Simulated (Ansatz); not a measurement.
# What SiPbS3 (model cell, started as cubic perovskite with Si in the octahedra) distorts into

Wanted: the energy along a soft mode of SiPbS3 (model cell, started as cubic perovskite with Si in the octahedra) and the structure at the end.

Calculated with Ansatz 0.2.0; DFT PBEsol, scalar-relativistic, plane waves, PAW; PAW set soft_1.

The structure was built from a prototype and need not be the compound's stable phase.

**1. The structure**

Symmetry: Pm-3m, No. 221, cubic system. The conventional cell has a = 4.580 Å, b = 4.580 Å, c = 4.580 Å, α = 90.00°, β = 90.00°, γ = 90.00°. Nearest to Pb lie 12 S at 3.24 Å. Nearest to Si lie 6 S at 2.29 Å. Nearest to S lie 2 Si at 2.29 Å and 4 Pb at 3.24 Å. Farther neighbours and most contacts between anions are not listed.

Structure file:

```cif
data_structure
_symmetry_space_group_name_H-M 'Pm-3m'
_symmetry_Int_Tables_number 221
_cell_length_a 4.5798
_cell_length_b 4.5798
_cell_length_c 4.5798
_cell_angle_alpha 90.000
_cell_angle_beta 90.000
_cell_angle_gamma 90.000
_cell_volume 96.06
loop_
_atom_site_label
_atom_site_type_symbol
_atom_site_symmetry_multiplicity
_atom_site_Wyckoff_symbol
_atom_site_fract_x
_atom_site_fract_y
_atom_site_fract_z
_atom_site_occupancy
Pb1 Pb 1 a 0.00000 0.00000 0.00000 1
Si1 Si 1 b 0.50000 0.50000 0.50000 1
S1 S 3 c 0.50000 0.50000 0.00000 1
```

**2. The dispersion**

The cell comes from relaxations at this level that are not shown. Stability and thermal properties need the whole zone. Linear response on a 4×4×4 q mesh gives force constants as far as a supercell of that size would.

The input, input.yaml:

```yaml
crystal:
  lattice:
    - [4.5798392005, 0.0, 0.0]
    - [0.0, 4.5798392005, 0.0]
    - [0.0, 0.0, 4.5798392005]
  atoms:
    - { symbol: Pb, position: [0.0, 0.0, 0.0] }
    - { symbol: Si, position: [0.5, 0.5, 0.5] }
    - { symbol: S, position: [0.5, 0.5, 0.0] }
    - { symbol: S, position: [0.5, 0.0, 0.5] }
    - { symbol: S, position: [0.0, 0.5, 0.5] }
kpoints:
  mp_grid: { grid: [8, 8, 8] }
hamiltonian:
  xc: pbesol
  pseudopotentials: { kind: paw, azcp: { folder: soft_1 }, xc_functional: pbe }
scf:
  occupations: { method: methfessel_paxton, width: 0.2 }
output:
  eigenvalues: true
phonons:
  method: dfpt
  qmesh: [4, 4, 4]
  temperatures: { t_max: 1000, t_step: 50 }
  qpath:
    path:
      - [[0.0, 0.0, 0.0], [0.0, 0.5, 0.0], [0.5, 0.5, 0.0], [0.0, 0.0, 0.0], [0.5, 0.5, 0.5], [0.0, 0.5, 0.0]]
      - [[0.5, 0.5, 0.5], [0.5, 0.5, 0.0]]
    npoints: 10
```

Command:

```console
> ansatz run input.yaml --threads 8 --pin off --max-ram 16384MiB --backend cpu --events-out ev --progress --plain --runs-dir out
```

Numbers of over 12 decimals in the logs are rounded to 6 here.

Log:

```text
Engine: ansatz 0.2.0, aarch64-unknown-linux-gnu
Pseudopotentials: kind: paw
Pseudopotential: Pb, paw, valence charge 14, recommended cutoff 420 eV (normal), soft_1/Pb.paw.azcp
Pseudopotential: Si, paw, valence charge 4, recommended cutoff 420 eV (normal), soft_1/Si.paw.azcp
Pseudopotential: S, paw, valence charge 6, recommended cutoff 420 eV (normal), soft_1/S.paw.azcp
Functional definition: PBEsol
  exchange = pbesol_x
  correlation = pbesol_c
Crystal: 5 atoms, lattice volume = 96.062 Å³
Basis set: ecut = 420 eV, 1863 PW (Γ), exchange–correlation on 64×64×64 points (8 copies of the dense FFT grid, shifted against one another)
Bands: 23, of which v1, the nominal top of the filled ones, is band 18 counted from 1 (17 counted from 0)
Symmetry: 48 space group operations
k-points: 35 of 512
Non-local potential: Pb, projectors of the file, l = 0: 2, l = 1: 2, l = 2: 2, l = 3: 1
Non-local potential: Si, projectors of the file, l = 0: 2, l = 1: 2, l = 2: 1
Non-local potential: S, projectors of the file, l = 0: 2, l = 1: 2, l = 2: 1
PAW form: soft (Blöchl's): semilocal exchange-correlation on the pseudo side does not see the compensation charge
PAW frozen core: Pb, regenerated for the run's functional, and the local potential with it (the file was generated under x = pbe(κ = 0.804, μ = 0.219515), c = pbe(β = 0.066725))
PAW frozen core: Si, regenerated for the run's functional, and the local potential with it (the file was generated under x = pbe(κ = 0.804, μ = 0.219515), c = pbe(β = 0.066725))
PAW frozen core: S, regenerated for the run's functional, and the local potential with it (the file was generated under x = pbe(κ = 0.804, μ = 0.219515), c = pbe(β = 0.066725))
PAW one-centre angular grid: Pb, 590 points (default); XC on 64 Gauss nodes
PAW one-centre angular grid: Si, 110 points (default); XC on 64 Gauss nodes
PAW one-centre angular grid: S, 110 points (default); XC on 64 Gauss nodes
Initial density: superposition of atomic densities (chi_scale 0.1, normalization cell, long waves kept (reshape's long-wave potential 0.00 eV rms))
Initial wavefunctions: pseudopotential atomic-orbital guess
Functional: x = pbesol(κ = 0.804, μ = 0.123457), c = pbesol(β = 0.046)
SCF iter   1: F=—  HF=-15035.174755 eV  |F-HF|=—  |Δ(HF+E_count)|=         —  Δρ=3.20e-2  dr2=1.83e0  ethr=3.10e-3  ⟨swp⟩=7.3  Hψ=4632  notcnv=0
preconditioner: auto → Resta (q_TF=auto, 2.317 Å⁻¹)  ε∞=4.6  [insulator: Δε(μ)=0.174 eV  Ē_g=11.903 eV  σ=0.200 eV  W_gap=0.61  n_scr=18 (ndim 8)  ℏωp=22.7 eV  f_vac=0.000  D(μ)=1.21/eV (n_scr^D=6)  ε∞_Penn≈4.6]
SCF iter   2: F=—  HF=-15034.685294 eV  |F-HF|=—  |Δ(HF+E_count)|=   4.89e-1  S|Δr|=    0.00e0  Δρ=1.46e-2  dr2=3.45e-1  ethr=3.10e-3  ⟨swp⟩=3.5  Hψ=1607  notcnv=0  defer=11
preconditioner: auto → Kerker (q_TF=auto, 2.317 Å⁻¹)  [metal: Δε(μ)=0.070 eV  Ē_g=11.906 eV  σ=0.200 eV  W_gap=0.29  n_scr=18 (ndim 8)  ℏωp=22.7 eV  f_vac=0.000  D(μ)=2.61/eV (n_scr^D=18)]
SCF iter   3: F=—  HF=-15034.591260 eV  |F-HF|=—  |Δ(HF+E_count)|=   9.40e-2  S|Δr|=    0.00e0  Δρ=4.63e-3  dr2=3.11e-2  ethr=9.57e-4  ⟨swp⟩=2.3  Hψ=1156  notcnv=0  defer=11
SCF iter   4: F=—  HF=-15034.583002 eV  |F-HF|=—  |Δ(HF+E_count)|=   8.26e-3  S|Δr|=    0.00e0  Δρ=8.23e-4  dr2=1.26e-3  ethr=8.64e-5  ⟨swp⟩=2.3  Hψ=1438  notcnv=0  defer=11
SCF iter   5: F=—  HF=-15034.582686 eV  |F-HF|=—  |Δ(HF+E_count)|=   3.16e-4  S|Δr|=    0.00e0  Δρ=2.90e-4  dr2=9.12e-5  ethr=3.50e-6  ⟨swp⟩=2.1  Hψ=1186  notcnv=0  defer=11
SCF iter   6: F=—  HF=-15034.582678 eV  |F-HF|=—  |Δ(HF+E_count)|=   8.14e-6  S|Δr|=    0.00e0  Δρ=4.39e-5  dr2=2.05e-6  ethr=2.53e-7  ⟨swp⟩=2.1  Hψ=1195  notcnv=0  defer=11
SCF iter   7: F=—  HF=-15034.582678 eV  |F-HF|=—  |Δ(HF+E_count)|=   2.63e-8  S|Δr|=    0.00e0  Δρ=8.60e-6  dr2=7.47e-8  ethr=5.70e-9  ⟨swp⟩=2.8  Hψ=1549  notcnv=0  defer=11
SCF iter   8: F=—  HF=-15034.582678 eV  |F-HF|=—  |Δ(HF+E_count)|=   1.14e-8  S|Δr|=    0.00e0  Δρ=2.61e-6  dr2=1.16e-8  ethr=2.08e-10  ⟨swp⟩=2.5  Hψ=1488  notcnv=0  defer=11
SCF iter   9: F=—  HF=-15034.582678 eV  |F-HF|=—  |Δ(HF+E_count)|=   2.28e-9  S|Δr|=    0.00e0  Δρ=5.66e-7  dr2=4.41e-10  ethr=3.21e-11  ⟨swp⟩=2.2  Hψ=1107  notcnv=0  defer=11
SCF iter  10: F=—  HF=-15034.582678 eV  |F-HF|=—  |Δ(HF+E_count)|=  1.64e-11  S|Δr|=    0.00e0  Δρ=1.21e-7  dr2=2.22e-11  ethr=1.22e-12  ⟨swp⟩=2.6  Hψ=1445  notcnv=0  defer=11
SCF iter  11: F=-15034.582678 eV  HF=-15034.582678 eV  |F-HF|=3.64e-12  |Δ(HF+E_count)|=  1.09e-11  S|Δr|=    0.00e0  Δρ=3.10e-8  dr2=7.42e-13  ethr=1.00e-12  ⟨swp⟩=10.1  Hψ=4754  notcnv=0
SCF 1 converged in 11 iterations: F = -15034.582678 eV  dr2 = 7.42e-13
  greatest PAW one-centre occupation: 0.981 electrons in one spin orbital (limit 2), on the Pb atom at site 0 (counted from 0), in its partial waves of l = 2
Initial density: read from a saved state, or passed on in memory by an earlier SCF of this step, an earlier step, the calling program or the single point that the run made first
iter 1 solved again at ethr=6.25e-7 eV; its pass at ethr=3.10e-3 eV (dr2=2.25e-4 eV) is discarded
SCF iter   1: F=—  HF=-15034.582676 eV  |F-HF|=—  |Δ(HF+E_count)|=         —  Δρ=9.47e-7  dr2=5.73e-10  ethr=6.25e-7  ⟨swp⟩=4.3  Hψ=7245  notcnv=0
eigensolver tolerance schedule: the retry pair's looser diagonalisation over-reported the residual by 392795.04 of it (diagonalisation noise at an unbounded share of the residual, at the tolerance the schedule requests for it); recorded, not acted on — ethr = c·dr2/N_el stays at c = 1.0e-1
preconditioner: auto → Kerker (q_TF=auto, 2.317 Å⁻¹)  [metal: Δε(μ)=0.015 eV  Ē_g=11.961 eV  σ=0.200 eV  W_gap=0.06  n_scr=18 (ndim 8)  ℏωp=22.7 eV  f_vac=0.000  D(μ)=3.44/eV (n_scr^D=26)]
SCF iter   2: F=—  HF=-15034.582678 eV  |F-HF|=—  |Δ(HF+E_count)|=   2.00e-6  S|Δr|=    0.00e0  Δρ=4.72e-7  dr2=1.52e-10  ethr=1.59e-12  ⟨swp⟩=5.0  Hψ=2665  notcnv=0
SCF iter   3: F=—  HF=-15034.582678 eV  |F-HF|=—  |Δ(HF+E_count)|=  3.27e-11  S|Δr|=    0.00e0  Δρ=3.04e-7  dr2=6.03e-11  ethr=1.00e-12  ⟨swp⟩=1.0  Hψ=805  notcnv=0
SCF iter   4: F=—  HF=-15034.582678 eV  |F-HF|=—  |Δ(HF+E_count)|=  9.09e-12  S|Δr|=    0.00e0  Δρ=1.79e-7  dr2=2.09e-11  ethr=1.00e-12  ⟨swp⟩=1.0  Hψ=805  notcnv=0
SCF iter   5: F=—  HF=-15034.582678 eV  |F-HF|=—  |Δ(HF+E_count)|=  1.82e-12  S|Δr|=    0.00e0  Δρ=1.34e-7  dr2=1.19e-11  ethr=1.00e-12  ⟨swp⟩=3.9  Hψ=2201  notcnv=0
SCF iter   6: F=-15034.582678 eV  HF=-15034.582678 eV  |F-HF|=3.64e-12  |Δ(HF+E_count)|=  3.64e-12  S|Δr|=    0.00e0  Δρ=9.16e-8  dr2=5.61e-12  ethr=1.00e-12  ⟨swp⟩=2.0  Hψ=1534  notcnv=0
SCF 2 converged in 6 iterations: F = -15034.582678 eV  dr2 = 5.61e-12
phonons: the bands overlap, so this run is a metal and interpolates without the dipole-dipole term. If the crystal is really an insulator or semiconductor, its LO-TO splitting is missing
NSCF: frozen V_eff on 35 k-points
NSCF: frozen V_eff on 125 k-points
DFPT response loops at q = (0, 0, 0) (fractional): preconditioner auto → Kerker (q_TF=auto, 2.317 Å⁻¹) (partly filled bands, converged f_vac=0.000); β = 1.00, the filter's whole step (`scf.mixing.beta` (0.50) is not read by the response loops under this deck's `scf.mixing.preconditioner`; to damp them name `kerker` or `kerker_dos`, under which they read `scf.mixing.beta`, and type it under 1.00, their step now; both keys bind the ground state too); Broyden in place of MSR1
NSCF: frozen V_eff on 400 k-points
DFPT response loops at q = (0, 0, 0.25) (fractional): mixed as the last ones told, above
NSCF: frozen V_eff on 250 k-points
DFPT response loops at q = (0, 0, -0.5) (fractional): mixed as the last ones told, above
NSCF: frozen V_eff on 640 k-points
DFPT response loops at q = (0, 0.25, 0.25) (fractional): mixed as the last ones told, above
NSCF: frozen V_eff on 400 k-points
DFPT response loops at q = (0, 0.25, -0.5) (fractional): mixed as the last ones told, above
NSCF: frozen V_eff on 250 k-points
DFPT response loops at q = (0, -0.5, -0.5) (fractional): mixed as the last ones told, above
NSCF: frozen V_eff on 1024 k-points
DFPT response loops at q = (0.25, 0.25, 0.25) (fractional): mixed as the last ones told, above
NSCF: frozen V_eff on 640 k-points
DFPT response loops at q = (0.25, 0.25, -0.5) (fractional): mixed as the last ones told, above
NSCF: frozen V_eff on 400 k-points
DFPT response loops at q = (0.25, -0.5, -0.5) (fractional): mixed as the last ones told, above
NSCF: frozen V_eff on 250 k-points
DFPT response loops at q = (-0.5, -0.5, -0.5) (fractional): mixed as the last ones told, above
SCF converged after 11 iterations
Stability not checked: this state was not tested for a lower state beside it, because cold or Methfessel-Paxton smearing, or corrected tetrahedra, fill the levels in a way that the test cannot read (fill_not_monotonic; see scf.lower_state_search)
Free energy (F): -15034.582678 eV
Harris-Foulkes:  -15034.582678 eV  (|F-HF|=3.64e-12)
Internal energy: -15034.574214 eV  (E = F + TS)
E sigma→0 (E₀):  -15034.580562 eV
Entropy (-TS):   -0.008464 eV (-1.693 meV/atom)
Fermi energy:    9.036176 eV
--- Per-component energies (eV) ---
  E_band       = -3.440745
  E_kinetic    = 653.189459
  E_local      = -1303.970793  (includes V_loc(G=0)·N_el)
  E_nonlocal   = 432.650117
  E_hartree    = 474.153228
  E_xc         = -526.411125
  E_vxc        = -436.561776  (∫ρ·V_xc dr)
  E_paw        = -12514.862769  (= ΣΔE_a)
  E_vpaw       = -297.054239  (= ΣTr[D̂ρ^β])
  E_aug_tail   = 0.000027  (compensation charges beyond the density's cutoff)
  E_ewald      = -2249.601937
  E_core_change = 0.279579  (= ΣΔE_core)
  E_smearing   = -0.008464  (= −TS)
  E_closure    = 0.000000  (closes the sum)
  Σ components = -15034.582678   (vs F -15034.582678, Δ=0.00e0)
--- Band table (eV; the first three rows and the last of 35) ---
  k-point 0: bands = [... 14 lower, 7.2973, 7.2973, 7.5903, 7.5903, 7.5903, 13.1401, 13.1401, 13.1401, ... 1 higher]
  k-point 1: bands = [... 14 lower, 7.1205, 7.4850, 7.5544, 7.5544, 8.0360, 12.9177, 13.1861, 13.2384, ... 1 higher]
  k-point 2: bands = [... 14 lower, 6.5811, 7.2525, 7.6578, 7.6578, 9.1172, 11.6818, 12.8257, 12.8257, ... 1 higher]
  k-point 34: bands = [... 14 lower, 6.9611, 9.3002, 9.3002, 9.3002, 11.1718, 11.1718, 11.1718, 13.8064, ... 1 higher]
--- Phonons (Γ-DFPT): 4 representative perturbations + reference (Σ response iterations 12) ---
  ASR residual: 4.292e-5 → 0.000e0 eV/Å²; symmetrization residual: 9.669e-6 eV/Å²
  ASR residual per site (eV/Å²): 6.75e-6 4.29e-5 9.75e-6 9.75e-6 9.75e-6
  Γ frequencies (cm⁻¹): -152.05 -152.05 -152.05 -104.67 -104.67 -104.67 -37.65 -37.65 -37.65 0.00 0.00 0.00 310.09 310.09 310.09
--- Phonons (arbitrary-q DFPT): 10 irreducible q on the 4×4×4 mesh ---
  q = [0.0000, 0.0000, 0.0000] (star 1, of the zone-centre solve; hermiticity 2.35e-6, symmetrization 1.52e-12): -152.05 -152.05 -152.05 -104.67 -104.67 -104.67 -37.65 -37.65 -37.65 -0.00 0.00 0.00 310.09 310.09 310.09
  q = [0.0000, 0.0000, 0.2500] (star 6, 9 solved perturbations in 1560 linear systems a pass and spin channel, the states on 200 of 512 k-point pairs; hermiticity 2.00e-6, symmetrization 6.77e-13): -151.02 -151.02 -147.87 -144.41 -115.30 -115.30 -19.25 -19.25 19.45 60.40 60.40 171.05 291.74 305.37 305.37
  q = [0.0000, 0.0000, -0.5000] (star 3, 9 solved perturbations in 975 linear systems a pass and spin channel, the states on 125 of 512 k-point pairs; hermiticity 2.37e-6, symmetrization 1.45e-8): -153.98 -144.32 -144.32 -117.69 -117.69 -51.65 3.58 3.58 35.09 78.18 78.18 258.74 271.85 309.34 309.34
  q = [0.0000, 0.2500, 0.2500] (star 12, 9 solved perturbations in 2460 linear systems a pass and spin channel, the states on 320 of 512 k-point pairs; hermiticity 1.95e-6, symmetrization 6.79e-13): -195.34 -167.45 -138.81 -135.68 -122.14 -10.37 7.23 13.67 50.91 88.00 177.67 197.47 273.99 306.89 328.01
  q = [0.0000, 0.2500, -0.5000] (star 12, 15 solved perturbations on 200 of 512 k-point pairs; hermiticity 1.26e-6, symmetrization 1.16e-8): -191.73 -152.02 -150.07 -116.23 -113.91 15.38 29.61 32.06 96.53 102.64 203.30 245.30 286.90 313.75 319.88
  q = [0.0000, -0.5000, -0.5000] (star 3, 9 solved perturbations in 975 linear systems a pass and spin channel, the states on 125 of 512 k-point pairs; hermiticity 1.16e-6, symmetrization 1.71e-9): -205.87 -166.15 -166.15 -91.60 -91.60 -9.05 36.53 36.53 98.40 118.68 240.08 305.58 305.58 319.63 326.41
  q = [0.2500, 0.2500, 0.2500] (star 8, 4 solved perturbations in 1376 linear systems a pass and spin channel, the states on 512 of 512 k-point pairs; hermiticity 1.57e-6, symmetrization 5.37e-13): -186.85 -186.85 -183.96 -105.03 -105.03 -7.33 45.70 45.70 100.93 194.12 194.12 223.91 271.31 271.31 369.07
  q = [0.2500, 0.2500, -0.5000] (star 12, 9 solved perturbations in 2460 linear systems a pass and spin channel, the states on 320 of 512 k-point pairs; hermiticity 9.92e-7, symmetrization 1.39e-8): -184.07 -183.29 -177.40 -103.97 -93.04 -29.61 51.32 62.85 94.41 210.19 227.60 241.52 267.03 300.14 366.10
  q = [0.2500, -0.5000, -0.5000] (star 6, 9 solved perturbations in 1560 linear systems a pass and spin channel, the states on 200 of 512 k-point pairs; hermiticity 1.75e-6, symmetrization 4.95e-9): -195.97 -176.57 -176.57 -100.34 -100.34 -48.43 57.94 57.94 91.96 228.42 229.02 257.50 318.26 318.26 369.43
  q = [-0.5000, -0.5000, -0.5000] (star 1, 4 solved perturbations in 350 linear systems a pass and spin channel, the states on 125 of 512 k-point pairs; hermiticity 1.15e-6, symmetrization 3.88e-9): -187.77 -187.77 -187.77 -86.26 -86.26 -86.26 67.31 67.31 67.31 221.90 221.90 337.88 337.88 337.88 372.60
  sum rule: each row above includes the acoustic sum rule's correction from the zone centre's row sums; it moved no ω² by more than (0.64 cm⁻¹)²
  mesh force constants: q→R imaginary residual 1.13e-18; ASR residual 4.292e-5 → 0.000e0 eV/Å²; symmetrization residual 7.105e-15 eV/Å²
  interpolated dispersion: 62 rows × 15 modes
  density of states and harmonic sums: on the 16×16×16 q-mesh, interpolated from the force constants of a 4×4×4 supercell (no non-analytic term)
  largest difference from the sums on the solved wave vectors: F 1.62e-3 eV, S 4.01e-6 and C_V 2.76e-6 eV/K
  zero-point energy: 0.100780 eV/cell   skipped modes (ω ≤ 0): 1026, of them read as no rigid motion or as one in doubt: 1023 (6.065e0 modes/cell left out, lowest -205.87 cm⁻¹)   left out of the sums: 4.04e-1 of the cell's modes: C_V's classical limit lies that fraction below 3 k_B per atom; for a crystal, a wire or a layer, F and S can be off by more, and a phonons.interpolated_qmesh denser along its periods is the remedy for the sampling
```

Wall time 6.2 min (8 threads of Arm Neoverse V2, shared host); peak memory 2.6 GiB; 47 min of CPU time.

This step gave:

- volume per atom: 19.21 Å³
- gap on the k-mesh: 0 eV
- sum-rule residual before enforcement: 4.29e-5 eV/Å²
- lowest frequency on the path: -205.9 cm⁻¹
- point group: m-3m
- highest frequency on the path or at a solved wavevector: 379.2 cm⁻¹
- highest optical mode at the zone centre (no LO-TO term): 310.1 cm⁻¹
- lowest optical zone-centre mode: -152.1 cm⁻¹
- lowest mode on the q mesh (acoustic modes at Γ apart): -205.9 cm⁻¹

Frequencies (cm⁻¹) solved at each irreducible wavevector; negative means imaginary. Frequencies by wavevector, by row:

```csv
q in reciprocal lattice units,star,mode 1,mode 2,mode 3,mode 4,mode 13,mode 14,mode 15
0 0 0,1,-152.1,-152.1,-152.1,-104.7,310.1,310.1,310.1
0 0 0.25,6,-151,-151,-147.9,-144.4,291.7,305.4,305.4
0 0 -0.5,3,-154,-144.3,-144.3,-117.7,271.9,309.3,309.3
0 0.25 0.25,12,-195.3,-167.4,-138.8,-135.7,274,306.9,328
0 0.25 -0.5,12,-191.7,-152,-150.1,-116.2,286.9,313.8,319.9
0 -0.5 -0.5,3,-205.9,-166.2,-166.2,-91.6,305.6,319.6,326.4
0.25 0.25 0.25,8,-186.8,-186.8,-184,-105,271.3,271.3,369.1
0.25 0.25 -0.5,12,-184.1,-183.3,-177.4,-104,267,300.1,366.1
0.25 -0.5 -0.5,6,-196,-176.6,-176.6,-100.3,318.3,318.3,369.4
-0.5 -0.5 -0.5,1,-187.8,-187.8,-187.8,-86.3,337.9,337.9,372.6
```

Interpolated from a 4×4×4 q mesh. The phonon branches at the labelled points (cm⁻¹):

```csv
point,branch 1,branch 2,branch 3,branch 4,branch 12,branch 13,branch 14,branch 15
Γ,-152,-152,-152,-105,0,310,310,310
halfway,-151,-151,-148,-144,171,292,305,305
X,-154,-144,-144,-118,259,272,309,309
halfway,-192,-152,-150,-116,245,287,314,320
M,-206,-166,-166,-92,306,306,320,326
halfway,-195,-168,-139,-136,198,274,307,328
Γ,-152,-152,-152,-105,0,310,310,310
halfway,-187,-187,-184,-105,224,271,271,369
R,-188,-188,-188,-86,338,338,338,373
halfway,-184,-183,-177,-104,242,267,300,366
X,-154,-144,-144,-118,259,272,309,309
jump to R,-188,-188,-188,-86,338,338,338,373
halfway,-196,-177,-177,-100,258,318,318,369
M,-206,-166,-166,-92,306,306,320,326
```

Symmetry leaves 10 wavevectors to solve. The lowest mode among them, the acoustic zeros apart, lies at q = (0, -0.5, -0.5) and is imaginary, 205.9i cm⁻¹, so the energy falls along it.

[end of part 1 of 3]

[Logs are printed without paths, hosts, clocks, repeated set-up lines and the standing remarks that a program may print on its own settings, such as how far it seeks lower states.]

[Hosts, paths, dates, database ids (printed as entryN), source tags and the programs' standing remarks are cut or masked in the printed files.]
